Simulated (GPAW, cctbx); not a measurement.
## Reading charge transfer from structure factors

(CaO)2(YN)2, P4/nmm (no. 129, origin choice 1), a = 3.4449 Å, b = 3.4449 Å, c = 9.7453 Å, α = 90.00°, β = 90.00°, γ = 90.00°.

| atom | mult. | x | y | z |
| --- | --- | --- | --- | --- |
| Y1 | 2 | 1/2 | 0 | 0.3755 |
| Ca1 | 2 | 1/2 | 0 | 0.8764 |
| O1 | 2 | 0 | 1/2 | 0.8739 |
| N1 | 2 | 0 | 1/2 | 0.3781 |

The cell is a (CaO)2(YN)2 superlattice along [001] of the rock-salt type, started at the mean lattice constant and relaxed freely, with no substrate.

Absolute values of the static structure factors of the conventional cell from DFT (PBE, GPAW) against free spherical atoms, in electrons:

| hkl | d (Å) | free atoms | crystal |
| --- | --- | --- | --- |
| 001 | 9.745 | 25.21 | 25.28 |
| 002 | 4.873 | 1.34 | 1.38 |
| 003 | 3.248 | 22.15 | 22.08 |
| 101 | 3.248 | 25.96 | 25.76 |
| 102 | 2.813 | 71.38 | 70.07 |
| 004 | 2.436 | 108.97 | 110.52 |
| 110 | 2.436 | 109.02 | 110.54 |
| 103 | 2.363 | 23.68 | 23.58 |
| 111 | 2.363 | 21.50 | 21.35 |
| 112 | 2.179 | 1.03 | 1.04 |

**Question.** Which way does charge move, and which reflections show it best?

Project each element's phase sum on the total phase. |F| rises if density moves to atoms that scatter in phase and falls if it moves to atoms that scatter against it; the rule is for low angles, since changes of shape take over beyond. Where all elements are in phase the terms compete, and the compactness of the donor's and the acceptor's density matters too.

| hkl | Y in phase | Ca in phase | O in phase | N in phase | change (e) | (%) |
| --- | --- | --- | --- | --- | --- | --- |
| 001 | +1.4 | -1.4 | -1.4 | +1.4 | +0.07 | +0.3 |
| 002 | 0.0 | 0.0 | 0.0 | +0.1 | +0.04 | +3.1 |
| 003 | +1.4 | -1.4 | -1.4 | +1.3 | -0.07 | -0.3 |
| 101 | +1.4 | -1.4 | +1.4 | -1.4 | -0.19 | -0.7 |
| 102 | +2.0 | +2.0 | -2.0 | -2.0 | -1.31 | -1.8 |
| 004 | +2.0 | +2.0 | +2.0 | +2.0 | +1.54 | +1.4 |
| 110 | +2.0 | +2.0 | +2.0 | +2.0 | +1.52 | +1.4 |
| 103 | +1.4 | -1.5 | +1.4 | -1.5 | -0.10 | -0.4 |

Low-angle reflections that set elements apart and change by more than 0.05 e: 001, 003, 101, 102 and 103 (002 hardly moves and tells little). The signs fit a gain of density on O and N and a loss on Y and Ca, apart from 003. The best witness is 102, -1.8 %, where N enters with -2.0. The real-space density agrees: Voronoi charges Y +0.45, Ca +0.32, O -0.29, N -0.48 e. The shortest bond, Y–N, has Δρ = +0.03 e/Å³ at its midpoint, low for a shared bond; with the charge transfer this is a polar contact.
